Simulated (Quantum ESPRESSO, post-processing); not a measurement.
# Ir(111), 5 layers: vacuum convergence, part 2 of 2

Aim: how far one choice must go before the vacuum level and the energy of Ir(111), 5 layers stand still, and what it costs.

Quantum ESPRESSO 7.5; plane-wave DFT, PBE, PseudoDojo norm-conserving pseudopotentials.

So far. Step 3 (Potential by pp.x): Inside the slab this potential holds the local part of the pseudopotentials, which can be repulsive at the nuclei; only its value in the vacuum has a meaning of its own. Step 5 (Electrostatic potential): Counted from each run's own zero (the Fermi level), the vacuum level differs from the first run's by -1 meV.

**6. Self-consistent run: 14 Å of vacuum**

File c4.in:

```
&control
  prefix = 'c4'
  outdir = './out'
  pseudo_dir = './pseudo'
  calculation = 'scf'
  tprnfor = .true.
/
&system
  ibrav = 0
  nat = 5
  ntyp = 1
  ecutwfc = 60
  ecutrho = 240
  occupations = 'smearing'
  smearing = 'mv'
  degauss = 0.02
/
&electrons
  conv_thr = 1e-07
  mixing_beta = 0.4
  electron_maxstep = 120
  mixing_mode = 'local-TF'
/
ATOMIC_SPECIES
  Ir  192.2170  Ir.dojo-sr-pbe-0.4.1-standard.upf
CELL_PARAMETERS angstrom
  2.71529003975634 0.00000000000000 0.00000000000000
  1.35764501987817 2.35151015307185 0.00000000000000
  0.00000000000000 0.00000000000000 22.86810013475265
ATOMIC_POSITIONS crystal
  Ir  0.666666666700 0.666666666700 0.306103259945
  Ir  0.000000000000 0.000000000000 0.403051629973
  Ir  0.333333333300 0.333333333300 0.500000000000
  Ir  0.666666666700 0.666666666700 0.596948370027
  Ir  0.000000000000 0.000000000000 0.693896740055
K_POINTS automatic
  12 12 1 0 0 0
```

Started as:

```bash
OMP_NUM_THREADS=1 mpirun -n 4 pw.x -nk 4 -in c4.in > c4.out
```

What it wrote:

```text
[banner, memory and clock lines left out]
Program PWSCF v.7.5 starts
[...]
Message from routine setup:
[...]
number of electrons       =        85.00
     number of Kohn-Sham states=           52
     kinetic-energy cutoff     =      60.0000  Ry
     charge density cutoff     =     240.0000  Ry
[...]
number of k points=    19  Marzari-Vanderbilt smearing, width (Ry)=  0.0200
[...]
Dense  grid:    61929 G-vectors     FFT dimensions: (  27,  27, 216)
[...]
negative rho (up, down):  5.097E-06 0.000E+00
     Starting wfcs are   50 randomized atomic wfcs +    2 random wfcs
[...]
estimated scf accuracy    <       0.13220092 Ry
[...]
estimated scf accuracy    <       0.08629037 Ry
[...]
estimated scf accuracy    <       0.04052917 Ry
[...]
estimated scf accuracy    <       0.00518500 Ry
[...]
estimated scf accuracy    <       0.00193097 Ry
[...]
estimated scf accuracy    <       0.00061000 Ry
[...]
estimated scf accuracy    <       0.00033250 Ry
[...]
negative rho (up, down):  2.711E-04 0.000E+00
[...]
estimated scf accuracy    <       0.00011843 Ry
[...]
negative rho (up, down):  2.304E-04 0.000E+00
[...]
estimated scf accuracy    <       0.00002602 Ry
[...]
negative rho (up, down):  3.902E-05 0.000E+00
[...]
estimated scf accuracy    <       0.00000578 Ry
[...]
negative rho (up, down):  1.104E-07 0.000E+00
[...]
estimated scf accuracy    <       0.00000020 Ry
[...]
the Fermi energy is     9.6381 ev
!    total energy              =   -1151.45920455 Ry
     estimated scf accuracy    <       0.00000007 Ry
     smearing contrib. (-TS)   =       0.00180277 Ry
     internal energy E=F+TS    =   -1151.46100732 Ry
[...]
one-electron contribution =   -7968.56931642 Ry
     hartree contribution      =    3997.30238061 Ry
     xc contribution           =    -218.37909124 Ry
     ewald contribution        =    3038.18501973 Ry
     convergence has been achieved in  12 iterations
[...]
Total force =     0.020895     Total SCF correction =     0.000567
[...]
```

Wall time 70 s (4 MPI ranks of Arm Neoverse V1, shared host); peak memory 0.59 GiB.

Read from the output:

| Quantity | Value |
| --- | --- |
| Fermi energy | 9.638 eV |

The program's own clock; routines nest. Time by routine:

```
     routine  wall time (s)  calls
       PWSCF          69.22      1
   electrons          66.65      1
     c_bands          54.28     13
     cegterg          48.97     65
       h_psi          39.54    458
        fftw          34.39  19492
    vloc_psi          30.35    458
    sum_band           7.35     13
      calbec           4.99    478
  add_vuspsi           4.59    458
h_psi:calbec           4.46    458
     mix_rho           4.21     13
        ffts            2.8    992
    init_run           1.75      1
```

**7. Potential by pp.x**

File c4.pot.in:

```
&inputpp
  prefix = 'c4'
  outdir = './out'
  filplot = 'c4.pot.dat'
  plot_num = 11
/
```

Started as:

```bash
OMP_NUM_THREADS=1 mpirun -n 4 pp.x -in c4.pot.in > c4.pot.out
```

Run time: 0.74 s. Hardware: 4 MPI ranks; peak memory 0.11 GiB.

Read from the output:

- potential in the middle of the vacuum, over the Fermi level: 5.530 eV

Counted from each run's own zero (the Fermi level), the vacuum level differs from the first run's by -1 meV.

**8. SCF with pw.x: 12 Å of vacuum**

File c6.in:

```
&control
  prefix = 'c6'
  outdir = './out'
  pseudo_dir = './pseudo'
  calculation = 'scf'
  tprnfor = .true.
/
&system
  ibrav = 0
  nat = 5
  ntyp = 1
  ecutwfc = 60
  ecutrho = 240
  occupations = 'smearing'
  smearing = 'mv'
  degauss = 0.02
/
&electrons
  conv_thr = 1e-07
  mixing_beta = 0.4
  electron_maxstep = 120
  mixing_mode = 'local-TF'
/
ATOMIC_SPECIES
  Ir  192.2170  Ir.dojo-sr-pbe-0.4.1-standard.upf
CELL_PARAMETERS angstrom
  2.71529003975634 0.00000000000000 0.00000000000000
  1.35764501987817 2.35151015307185 0.00000000000000
  0.00000000000000 0.00000000000000 20.86810013475265
ATOMIC_POSITIONS crystal
  Ir  0.666666666700 0.666666666700 0.287520184456
  Ir  0.000000000000 0.000000000000 0.393760092228
  Ir  0.333333333300 0.333333333300 0.500000000000
  Ir  0.666666666700 0.666666666700 0.606239907772
  Ir  0.000000000000 0.000000000000 0.712479815544
K_POINTS automatic
  12 12 1 0 0 0
```

Started as:

```bash
OMP_NUM_THREADS=1 mpirun -n 4 pw.x -nk 4 -in c6.in > c6.out
```

What it wrote:

```text
[banner, memory and clock lines left out]
Program PWSCF v.7.5 starts
[...]
Message from routine setup:
[...]
number of electrons       =        85.00
     number of Kohn-Sham states=           52
     kinetic-energy cutoff     =      60.0000  Ry
     charge density cutoff     =     240.0000  Ry
[...]
number of k points=    19  Marzari-Vanderbilt smearing, width (Ry)=  0.0200
[...]
Dense  grid:    56499 G-vectors     FFT dimensions: (  27,  27, 200)
[...]
negative rho (up, down):  3.090E-06 0.000E+00
     Starting wfcs are   50 randomized atomic wfcs +    2 random wfcs
[...]
estimated scf accuracy    <       0.13221132 Ry
[...]
estimated scf accuracy    <       0.08726977 Ry
[...]
estimated scf accuracy    <       0.04139478 Ry
[...]
estimated scf accuracy    <       0.00517695 Ry
[...]
estimated scf accuracy    <       0.00181965 Ry
[...]
estimated scf accuracy    <       0.00051837 Ry
[...]
estimated scf accuracy    <       0.00023679 Ry
[...]
estimated scf accuracy    <       0.00005309 Ry
[...]
estimated scf accuracy    <       0.00000903 Ry
[...]
estimated scf accuracy    <       0.00000134 Ry
[...]
the Fermi energy is    11.0916 ev
!    total energy              =   -1151.45920942 Ry
     estimated scf accuracy    <       0.00000008 Ry
     smearing contrib. (-TS)   =       0.00180328 Ry
     internal energy E=F+TS    =   -1151.46101271 Ry
[...]
one-electron contribution =   -6089.45813409 Ry
     hartree contribution      =    3062.29008004 Ry
     xc contribution           =    -218.37995542 Ry
     ewald contribution        =    2094.08699676 Ry
     convergence has been achieved in  11 iterations
[...]
Total force =     0.020927     Total SCF correction =     0.002285
[...]
```

Wall time 57 s (4 MPI ranks); peak memory 0.55 GiB.

This step gave:

```
Fermi energy : 11.09 eV
```

The program's own clock; routines nest. Time by routine:

```
     routine  wall time (s)  calls
       PWSCF          56.56      1
   electrons          54.21      1
     c_bands          44.35     12
     cegterg          39.89     60
       h_psi          32.15    397
        fftw          27.49  17802
    vloc_psi          24.47    397
    sum_band           5.86     12
      calbec           4.22    417
  add_vuspsi           3.83    397
h_psi:calbec           3.73    397
     mix_rho           3.28     12
        ffts           2.25    788
    init_run           1.58      1
```

**9. Electrostatic potential**

File c6.pot.in:

```
&inputpp
  prefix = 'c6'
  outdir = './out'
  filplot = 'c6.pot.dat'
  plot_num = 11
/
```

Started as:

```bash
OMP_NUM_THREADS=1 mpirun -n 4 pp.x -in c6.pot.in > c6.pot.out
```

The job ended after 0.72 s (4 MPI ranks; peak memory 0.11 GiB).

Counted from each run's own zero (the Fermi level), the vacuum level differs from the first run's by -1 meV.

**10. Self-consistent run: 10 Å of vacuum**

File c8.in:

```
&control
  prefix = 'c8'
  outdir = './out'
  pseudo_dir = './pseudo'
  calculation = 'scf'
  tprnfor = .true.
/
&system
  ibrav = 0
  nat = 5
  ntyp = 1
  ecutwfc = 60
  ecutrho = 240
  occupations = 'smearing'
  smearing = 'mv'
  degauss = 0.02
/
&electrons
  conv_thr = 1e-07
  mixing_beta = 0.4
  electron_maxstep = 120
  mixing_mode = 'local-TF'
/
ATOMIC_SPECIES
  Ir  192.2170  Ir.dojo-sr-pbe-0.4.1-standard.upf
CELL_PARAMETERS angstrom
  2.71529003975634 0.00000000000000 0.00000000000000
  1.35764501987817 2.35151015307185 0.00000000000000
  0.00000000000000 0.00000000000000 18.86810013475265
ATOMIC_POSITIONS crystal
  Ir  0.666666666700 0.666666666700 0.264997533630
  Ir  0.000000000000 0.000000000000 0.382498766815
  Ir  0.333333333300 0.333333333300 0.500000000000
  Ir  0.666666666700 0.666666666700 0.617501233185
  Ir  0.000000000000 0.000000000000 0.735002466370
K_POINTS automatic
  12 12 1 0 0 0
```

Started as:

```bash
OMP_NUM_THREADS=1 mpirun -n 4 pw.x -nk 4 -in c8.in > c8.out
```

What it wrote:

```text
[banner, memory and clock lines left out]
Program PWSCF v.7.5 starts
[...]
Message from routine setup:
[...]
number of electrons       =        85.00
     number of Kohn-Sham states=           52
     kinetic-energy cutoff     =      60.0000  Ry
     charge density cutoff     =     240.0000  Ry
[...]
number of k points=    19  Marzari-Vanderbilt smearing, width (Ry)=  0.0200
[...]
Dense  grid:    51163 G-vectors     FFT dimensions: (  27,  27, 180)
[...]
Starting wfcs are   50 randomized atomic wfcs +    2 random wfcs
[...]
estimated scf accuracy    <       0.13227278 Ry
[...]
estimated scf accuracy    <       0.08675484 Ry
[...]
estimated scf accuracy    <       0.04080898 Ry
[...]
estimated scf accuracy    <       0.00499529 Ry
[...]
estimated scf accuracy    <       0.00165400 Ry
[...]
estimated scf accuracy    <       0.00037548 Ry
[...]
estimated scf accuracy    <       0.00013866 Ry
[...]
estimated scf accuracy    <       0.00001624 Ry
[...]
estimated scf accuracy    <       0.00000333 Ry
[...]
estimated scf accuracy    <       0.00000034 Ry
[...]
the Fermi energy is    12.8538 ev
!    total energy              =   -1151.45920053 Ry
     estimated scf accuracy    <       0.00000005 Ry
     smearing contrib. (-TS)   =       0.00180414 Ry
     internal energy E=F+TS    =   -1151.46100466 Ry
[...]
one-electron contribution =   -4343.70654805 Ry
     hartree contribution      =    2194.91529106 Ry
     xc contribution           =    -218.37996477 Ry
     ewald contribution        =    1215.71021709 Ry
     convergence has been achieved in  11 iterations
[...]
Total force =     0.021018     Total SCF correction =     0.001820
[...]
```

It took 48 s on 4 MPI ranks; peak memory 0.51 GiB; 3.2 min of CPU time.

This step gave:

- free energy: -15666.4005 eV
- Fermi energy: 12.85 eV

The program's own clock; routines nest. Time by routine:

```
     routine  wall time (s)  calls
       PWSCF          47.35      1
   electrons           45.3      1
     c_bands          37.53     12
     cegterg          33.91     60
       h_psi          27.44    329
        fftw          23.57  17684
    vloc_psi          20.89    329
    sum_band           5.02     12
      calbec           3.61    349
  add_vuspsi           3.25    329
h_psi:calbec           3.19    329
     mix_rho           2.16     12
        ffts           1.41    676
    init_run           1.39      1
```

**11. Electrostatic potential**

File c8.pot.in:

```
&inputpp
  prefix = 'c8'
  outdir = './out'
  filplot = 'c8.pot.dat'
  plot_num = 11
/
```

Started as:

```bash
OMP_NUM_THREADS=1 mpirun -n 4 pp.x -in c8.pot.in > c8.pot.out
```

Wall time 0.71 s (4 MPI ranks); peak memory 0.11 GiB; 2.5 s of CPU time.

Counted from each run's own zero (the Fermi level), the vacuum level differs from the first run's by -0 meV.

**12. Self-consistent run: 8 Å of vacuum**

File c10.in:

```
&control
  prefix = 'c10'
  outdir = './out'
  pseudo_dir = './pseudo'
  calculation = 'scf'
  tprnfor = .true.
/
&system
  ibrav = 0
  nat = 5
  ntyp = 1
  ecutwfc = 60
  ecutrho = 240
  occupations = 'smearing'
  smearing = 'mv'
  degauss = 0.02
/
&electrons
  conv_thr = 1e-07
  mixing_beta = 0.4
  electron_maxstep = 120
  mixing_mode = 'local-TF'
/
ATOMIC_SPECIES
  Ir  192.2170  Ir.dojo-sr-pbe-0.4.1-standard.upf
CELL_PARAMETERS angstrom
  2.71529003975634 0.00000000000000 0.00000000000000
  1.35764501987817 2.35151015307185 0.00000000000000
  0.00000000000000 0.00000000000000 16.86810013475265
ATOMIC_POSITIONS crystal
  Ir  0.666666666700 0.666666666700 0.237133996600
  Ir  0.000000000000 0.000000000000 0.368566998300
  Ir  0.333333333300 0.333333333300 0.500000000000
  Ir  0.666666666700 0.666666666700 0.631433001700
  Ir  0.000000000000 0.000000000000 0.762866003400
K_POINTS automatic
  12 12 1 0 0 0
```

Started as:

```bash
OMP_NUM_THREADS=1 mpirun -n 4 pw.x -nk 4 -in c10.in > c10.out
```

What it wrote:

```text
[banner, memory and clock lines left out]
Program PWSCF v.7.5 starts
[...]
Message from routine setup:
[...]
number of electrons       =        85.00
     number of Kohn-Sham states=           52
     kinetic-energy cutoff     =      60.0000  Ry
     charge density cutoff     =     240.0000  Ry
[...]
number of k points=    19  Marzari-Vanderbilt smearing, width (Ry)=  0.0200
[...]
Dense  grid:    45709 G-vectors     FFT dimensions: (  27,  27, 160)
[...]
Starting wfcs are   50 randomized atomic wfcs +    2 random wfcs
[...]
estimated scf accuracy    <       0.13230680 Ry
[...]
estimated scf accuracy    <       0.08666797 Ry
[...]
estimated scf accuracy    <       0.04047118 Ry
[...]
estimated scf accuracy    <       0.00456855 Ry
[...]
estimated scf accuracy    <       0.00130051 Ry
[...]
estimated scf accuracy    <       0.00020554 Ry
[...]
estimated scf accuracy    <       0.00005875 Ry
[...]
estimated scf accuracy    <       0.00000340 Ry
[...]
estimated scf accuracy    <       0.00000097 Ry
[...]
the Fermi energy is    15.0341 ev
!    total energy              =   -1151.45921831 Ry
     estimated scf accuracy    <       0.00000008 Ry
     smearing contrib. (-TS)   =       0.00181334 Ry
     internal energy E=F+TS    =   -1151.46103165 Ry
[...]
one-electron contribution =   -2778.76306873 Ry
     hartree contribution      =    1419.25021910 Ry
     xc contribution           =    -218.37997419 Ry
     ewald contribution        =     426.43179218 Ry
     convergence has been achieved in  10 iterations
[...]
Total force =     0.021201     Total SCF correction =     0.001765
[...]
```

Run time: 38 s. Hardware: 4 MPI ranks; peak memory 0.47 GiB.

This step gave:

| Property | Result |
| --- | --- |
| free energy | -15666.4008 eV |
| Fermi energy | 15.03 eV |

The program's own clock; routines nest. Time by routine:

```
     routine  wall time (s)  calls
       PWSCF          37.02      1
   electrons          35.23      1
     c_bands          29.67     11
     cegterg          26.26     55
       h_psi          21.32    252
        fftw          18.23  16302
    vloc_psi           16.2    252
    sum_band           3.83     11
      calbec           2.88    272
  add_vuspsi           2.52    252
h_psi:calbec           2.51    252
     mix_rho           1.24     11
    init_run            1.2      1
     wfcinit           0.98      1
```

**13. Electrostatic potential**

File c10.pot.in:

```
&inputpp
  prefix = 'c10'
  outdir = './out'
  filplot = 'c10.pot.dat'
  plot_num = 11
/
```

Started as:

```bash
OMP_NUM_THREADS=1 mpirun -n 4 pp.x -in c10.pot.in > c10.pot.out
```

Wall time 0.69 s (4 MPI ranks); peak memory 0.11 GiB.

Read from the output:

| Item | Value |
| --- | --- |
| potential in the middle of the vacuum, over the Fermi level | 5.529 eV |

Counted from each run's own zero (the Fermi level), the vacuum level differs from the first run's by -2 meV.

**14. The series side by side**

All levels:

```
         level  vacuum level over the Fermi level (eV)  its change from the first (meV)  energy from the first (meV an atom)  SCF iterations  wall time (s)  peak memory (GiB)  CPU time (s)
24 Å of vacuum                                   5.531                                0                                    0              14          121.1               0.77         483.3
18 Å of vacuum                                   5.529                           -1.436                             -0.01703              13          88.64               0.66         354.1
14 Å of vacuum                                    5.53                            -1.31                            -0.005987              12          69.76               0.59         278.6
12 Å of vacuum                                    5.53                           -1.162                             -0.01924              11           57.1               0.55         227.9
10 Å of vacuum                                    5.53                          -0.4162                             0.004952              11          47.88               0.51         190.3
 8 Å of vacuum                                   5.529                           -1.628                             -0.04343              10          37.56               0.47         149.9
```

**15. Outcome**

| Quantity | Value |
| --- | --- |
| vacuum level over the Fermi level, 24 Å of vacuum | 5.531 eV |
| cheapest step of the main series that, with all steps before it, keeps the vacuum level within 20 meV of the first | 8 Å of vacuum: -2 meV, 2.5 min of CPU time against 8.1 min |
| setting with the largest shift of the level | 8 Å of vacuum: -2 meV |

What this shows: The cheapest step of the main series that, with all steps before it, keeps the vacuum level within 20 meV of the first is 8 Å of vacuum: -2 meV, 2.5 min of CPU time against 8.1 min. Over the series the energy moves by up to 0.0434 meV an atom and the vacuum level by up to 2 meV. The level is read in the middle of the vacuum, where a short gap still holds the tails of both faces. The times come from a shared host and are rough. Peak memory is sampled during the run and can miss the peak. The geometry is as built, not relaxed.

[Logs are printed without paths, hosts, clocks, repeated set-up lines and the standing remarks that a program may print on its own settings, such as how far it seeks lower states.]

[Hosts, paths, dates, database ids (printed as entryN), source tags and the programs' standing remarks are cut or masked in the printed files.]

[Maps of the electrostatic potential energy from Ansatz leave out the sawtooth potential of an applied field or a dipole correction, so their vacuum need not be flat; planar profiles and work functions include it.]
